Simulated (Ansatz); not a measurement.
# TePtS monolayer, Janus: from the cell to its phonons, part 2 of 2

How does TePtS monolayer, Janus vibrate, and is this structure a minimum?

Ansatz 0.2.0; DFT LDA, scalar-relativistic, plane waves, PAW.

So far. Step 4 (Tight relaxation): The largest force component left is 0.35 meV/Å, within the tolerances set. Step 5 (Linear response at the zone centre): Before it was imposed, the acoustic sum rule was missed by 2.6e-5 eV/Å² and the charge sum rule by 0.0013 e. Small misses are needed for a sound result but don't prove that mesh and cutoff are converged. The lowest optical mode is real, 177 cm⁻¹.

**6. The dispersion**

Stability and thermal properties need the whole zone. Linear response on a 6×6×1 q mesh gives force constants as far as a supercell of that size would, and the tensors from the zone-centre run are typed in so that the long-range dipole term is interpolated apart.

Contents of input.yaml:

```yaml
crystal:
  lattice:
    - [3.7317378042, 0.0, 0.0]
    - [-1.8658689021, 3.2317797387, 0.0]
    - [0.0, 0.0, 30.0]
  atoms:
    - { symbol: Pt, position: [0.0, 0.0, 0.3351372719] }
    - { symbol: S, position: [0.3333333333, 0.6666666667, 0.3740083472] }
    - { symbol: Te, position: [0.6666666667, 0.3333333333, 0.2875210475] }
  periodic: [true, true, false]
kpoints:
  mp_grid: { grid: [12, 12, 1] }
hamiltonian:
  xc: lda
scf:
  occupations: { method: fixed }
output:
  eigenvalues: true
phonons:
  method: dfpt
  qmesh: [6, 6, 1]
  temperatures: { t_max: 1000, t_step: 50 }
  qpath:
    path:
      - [0.0, 0.0, 0.0]
      - [0.5, 0.0, 0.0]
      - [0.33333333, 0.33333333, 0.0]
      - [0.0, 0.0, 0.0]
    npoints: 10
  isolated: true
  non_analytic_term:
    high_frequency_dielectric_tensor: [[4.9, 0.0, 0.0], [0.0, 4.9, 0.0], [0.0, 0.0, 1.1659]]
    born_effective_charges:
      - { species: Pt, tensor: [[2.0697, 0.0, 0.0], [0.0, 2.0697, 0.0], [0.0, 0.0, -0.0368]] }
      - { species: S, tensor: [[-2.0157, 0.0, 0.0], [0.0, -2.0157, 0.0], [0.0, 0.0, 0.0052]] }
      - { species: Te, tensor: [[-0.054, 0.0, 0.0], [0.0, -0.054, 0.0], [0.0, 0.0, 0.0317]] }
    source: "zone-centre run at this cell"
```

Command:

```console
$ ansatz run input.yaml --threads 8 --pin off --max-ram 14336MiB --backend cpu --events-out ev --progress --plain --runs-dir out
```

The job ended after 12 min (8 threads of Arm Neoverse V1, shared host; peak memory 3.1 GiB).

Numbers from this step:

- sum-rule residual before enforcement: 5.19e-5 eV/Å²
- lowest frequency on the path: -2.042 cm⁻¹
- highest frequency on the path or at a solved wavevector: 301.1 cm⁻¹
- mean frequency: 179.5 cm⁻¹
- lowest mode on the q mesh (acoustic modes at Γ apart): 17.46 cm⁻¹
- zero-point energy per atom: 33.29 meV
- heat capacity at 300 K: 23.16 J/(mol atoms K)
- vibrational entropy at 300 K: 33.84 J/(mol atoms K)
- edges of the widest gap between branches, on path and mesh: 199.1, 253.6 cm⁻¹

Frequencies (cm⁻¹) solved at each irreducible wavevector; negative means imaginary. Frequencies by wavevector, by row:

```
q in reciprocal lattice units  star  mode 1  mode 2  mode 3  mode 4  mode 5  mode 6  mode 7  mode 8  mode 9
                        0 0 0     1       0       0       0   176.9   176.9   187.9   263.6   263.6   301.1
                   0 0.1667 0     6    17.5    39.1    61.9   179.4   181.9   189.5   258.7   274.5   295.2
                   0 0.3333 0     6    52.5    73.4   109.1   180.4   184.2   197.8   255.6   272.8   294.5
                     0 -0.5 0     3    72.1    87.2   126.5   178.5   187.4     199   253.6   265.9   297.1
              0.1667 0.1667 0     6    39.4    72.3    95.5   180.5   185.2   194.5     263   270.1   289.9
              0.1667 0.3333 0    12    64.9    98.6   119.8   180.8     187   197.8   260.5     266   289.6
              0.3333 0.3333 0     2    70.1     115   120.5   179.6   192.7   195.6   263.3   265.1   284.8
```

Interpolated from a 6×6×1 q mesh, with the LO-TO term (at Γ the limit along the path; where Γ stands inside the path, tables give the limit on arrival). Phonon branches along the path, in cm⁻¹:

```
  point  branch 1  branch 2  branch 3  branch 4  branch 5  branch 6  branch 7  branch 8  branch 9
      Γ         0         0         0       177       177       188       264       264       301
halfway        35        58        88       181       183       194       257       275       294
      M        72        87       126       178       187       199       254       266       297
halfway        70       101       123       182       187       198       260       265       289
      K        70       115       120       180       193       196       263       265       285
halfway        39        72        96       180       185       194       263       270       290
      Γ         0         0         0       177       177       188       264       264       301
```

Tetrahedra on a 24×24×1 mesh, mean over bins of 5 cm-1. Interpolated from a 6×6×1 q mesh. Phonon density of states against wavenumber; read off at these points:

wavenumber (cm⁻¹), phonon density of states (1/cm⁻¹/cell) and a bar:
```
       -2      0.003 
        8      0.006 #
       12      0.008 #
       22      0.011 ##
       32      0.014 ##
       38      0.016 ##
       48      0.021 ###
       58      0.028 ####
       62      0.035 #####
       68      0.066 ##########
       72      0.028 ####
       78      0.018 ###
       88      0.032 #####
       98      0.024 ###
      102      0.024 ###
      112      0.029 ####
      122      0.050 #######
      128      0.008 #
      138      0.000 
      148      0.000 
      152      0.000 
      162      0.000 
      172      0.000 
      178      0.078 ###########
      182      0.207 ##############################
      188      0.123 ##################
      198      0.141 ####################
      202      0.000 
      212      0.000 
      222      0.000 
      228      0.000 
      238      0.000 
      242      0.000 
      252      0.013 ##
      262      0.119 #################
      268      0.092 #############
      278      0.001 
      288      0.058 ########
      292      0.106 ###############
      302      0.002
```

The partial phonon density of states has structure finer than the step of the table below, so its rows give means over 10 cm⁻¹, whole bins alone (the curve runs from -12.9 to 320 cm⁻¹). Peaks (cm⁻¹: height): Pt 66.7: 0.0279, 181.9: 0.0914, 196.6: 0.0464, 259.4: 0.0111; S 263.6: 0.110, 292.9: 0.0846; Te 66.7: 0.0209, 121.2: 0.0314, 181.9: 0.0950, 196.6: 0.0646.

Phonopy on the run's constants, 17x17x1 mesh, Gaussian sigma 2.4 cm-1. Interpolated from a 6×6×1 q mesh. Partial phonon density of states against wavenumber; means over each step; values in 1/cm⁻¹/cell:

```
wavenumber (cm⁻¹)       Pt        S       Te
                0  0.00217   3.7e-4  0.00145
               10  0.00359   6.2e-4  0.00249
               20  0.00573   9.9e-4  0.00408
               30  0.00638  0.00110  0.00471
               40  0.00977  0.00162  0.00735
               50   0.0114  0.00178  0.00881
               60   0.0174  0.00242   0.0135
               70   0.0233  0.00280   0.0176
               80   0.0107  0.00115  0.00967
               90   0.0139  0.00117   0.0138
              100   0.0108   8.2e-4   0.0127
              110   0.0102   6.2e-4   0.0165
              120   0.0122   3.2e-4   0.0259
              130  0.00214   2.5e-5  0.00534
              140   4.0e-7        0   1.2e-6
              150        0        0        0
              160        0        0        0
              170  0.00165   2.5e-4  0.00213
              180   0.0649  0.00639   0.0681
              190   0.0440  0.00329   0.0482
              200   0.0255   7.6e-4   0.0354
              210   8.0e-5   2.0e-6   1.1e-4
              220        0        0        0
              230        0        0        0
              240   1.5e-7   1.5e-6        0
              250  0.00147   0.0112   1.5e-4
              260  0.00903   0.0902   6.1e-4
              270  0.00476   0.0718   4.8e-4
              280  0.00131   0.0144   1.5e-4
              290  0.00534   0.0643   8.2e-4
              300  0.00229   0.0222   1.6e-4
              310   1.3e-5   9.9e-5   2.5e-7
```

Harmonic thermodynamic functions per atom, from the density of states. Interpolated from a 6×6×1 q mesh. Thermodynamic functions, by row:

```
T (K)  F_vib (meV/atom)  S (J/mol-atom/K)  C_V (J/mol-atom/K)
    0             33.29                 0                   0
  100             27.98             12.07               14.71
  200              8.51             24.79               21.27
  300            -22.12             33.84               23.16
  400            -60.85             40.61               23.89
  500            -105.8             45.99               24.25
  600            -155.9             50.43               24.44
  700            -210.1              54.2               24.56
  800              -268             57.49               24.64
  900            -329.2              60.4                24.7
 1000            -393.1                63               24.73
```

Symmetry leaves 7 wavevectors to solve. The lowest mode among them, the acoustic zeros apart, lies at q = (0, 0.167, 0) and is real, 17.5 cm⁻¹.

**7. Another isotope, element S, natural mass 32.06 amu**

An isotope changes the mass and not the force constants, so no new electronic calculation is needed; the shifts show which modes move this element.

The same force constants with the mass of S changed from 32.060 to 33.968 u (phonopy, no LO-TO term). Both lists are sorted by frequency; levels can cross, so a row need not hold one and the same mode. Modes under 3 cm⁻¹ are left out. Isotope shifts, by row:

```
         q  rank  natural mass (cm⁻¹)  changed mass (cm⁻¹)
     0 0 0     4                176.9                176.4
     0 0 0     5                176.9                176.4
     0 0 0     6                187.9                187.7
     0 0 0     7                263.6                257.5
     0 0 0     8                263.6                257.5
     0 0 0     9                301.1                293.6
0 0.1667 0     1                17.46                17.41
0 0.1667 0     2                39.08                38.98
0 0.1667 0     3                61.93                61.79
0 0.1667 0     4                179.4                  179
0 0.1667 0     5                181.9                181.7
0 0.1667 0     6                189.5                189.3
0 0.1667 0     7                258.7                252.5
0 0.1667 0     8                274.5                267.8
0 0.1667 0     9                295.2                287.7
0 0.3333 0     1                52.45                52.33
0 0.3333 0     2                 73.4                73.28
0 0.3333 0     3                109.1                  109
0 0.3333 0     4                180.4                  180
0 0.3333 0     5                184.2                184.1
0 0.3333 0     6                197.8                197.7
0 0.3333 0     7                255.6                249.2
0 0.3333 0     8                272.8                265.4
0 0.3333 0     9                294.5                286.9
  0 -0.5 0     1                72.14                72.02
  0 -0.5 0     2                 87.2                87.13
  0 -0.5 0     3                126.5                126.4
  0 -0.5 0     4                178.5                177.9
  0 -0.5 0     5                187.4                187.3
  0 -0.5 0     6                  199                198.9
  0 -0.5 0     7                253.6                247.4
  0 -0.5 0     8                265.9                258.5
  0 -0.5 0     9                297.1                289.4
```

A mode of this element alone would shift by -2.85 %. The highest zone-centre frequency without the field goes from 301.1 to 293.6 cm⁻¹ (-2.5 %). The product of the frequency ratios over all optical modes at Γ is 0.924; the product rule, (m/m′)^(3k/2) (M′/M)^(3/2) with k = 1 such atoms and M the mass of the cell, gives 0.924.

**8. Isotope substitution, element Te, natural mass 127.6 amu**

The same for Te, from 127.60 to 129.91 u.

A mode of this element alone would shift by -0.89 %. The highest zone-centre frequency without the field goes from 301.1 to 301.1 cm⁻¹ (-0.0 %). The product of the frequency ratios over all optical modes at Γ is 0.983; the product rule, (m/m′)^(3k/2) (M′/M)^(3/2) with k = 1 such atoms and M the mass of the cell, gives 0.983.

**9. What came out**

```yaml
space_group_after_relaxation_within_0p01_a: P3m1
area_per_atom: 4.02 Å²
gap_on_the_k_mesh: 0.853 eV
highest_optical_mode_at_the_zone_centre_no_lo_to_term: 301 cm⁻¹
lowest_optical_zone_centre_mode: 177 cm⁻¹
largest_born_charge_third_of_the_trace: 1.37 e
lowest_mode_on_the_q_mesh_acoustic_modes_at_gamma_apart: 17.5 cm⁻¹
highest_frequency_on_the_path_or_at_a_solved_wavevector: 301 cm⁻¹
zero_point_energy_per_atom: 33.3 meV
heat_capacity_at_300_k: 23.2 J/(mol atoms K)
vibrational_entropy_at_300_k: 33.8 J/(mol atoms K)
imaginary_modes_on_the_6x6x1_q_mesh: none
```

**Reading.** The structure is a minimum as far as tested: no mode is imaginary at the 7 irreducible wavevectors of the 6×6×1 mesh, and the softest away from the acoustic zeros lies at 17 cm⁻¹. Without the field, the optical modes at Γ span 177 to 301 cm⁻¹. The highest mode in this list at Γ, 301.1 cm⁻¹, is mostly motion of S (88 % of the kinetic energy). The strongest infrared line is at 264 cm⁻¹. Averaged over orientations, the strongest Raman line at 532 nm and 300 K is at 301 cm⁻¹. The tensors are the static, non-resonant ones, while 532 nm light (2.33 eV) lies above the computed gap. On the path and the mesh, the widest gap between branches runs from 199 to 254 cm⁻¹. In a sheet or slab the interpolated bending branch near Γ is rough, since the rotational sum rule isn't imposed. Dielectric tensors refer to the cell with its vacuum. The program warns that the interpolation holds no quadrupole term, so branches close to Γ can be off in this crystal. Spin-orbit coupling is left out, which can matter for the heavy elements here. The starting cell was built on a prototype and not taken from a measurement. These are harmonic frequencies at zero temperature: anharmonic shifts, linewidths and thermal expansion are left out.

[Logs are printed without paths, hosts, clocks, repeated set-up lines and the standing remarks that a program may print on its own settings, such as how far it seeks lower states.]

[Hosts, paths, dates, database ids (printed as entryN), source tags and the programs' standing remarks are cut or masked in the printed files.]
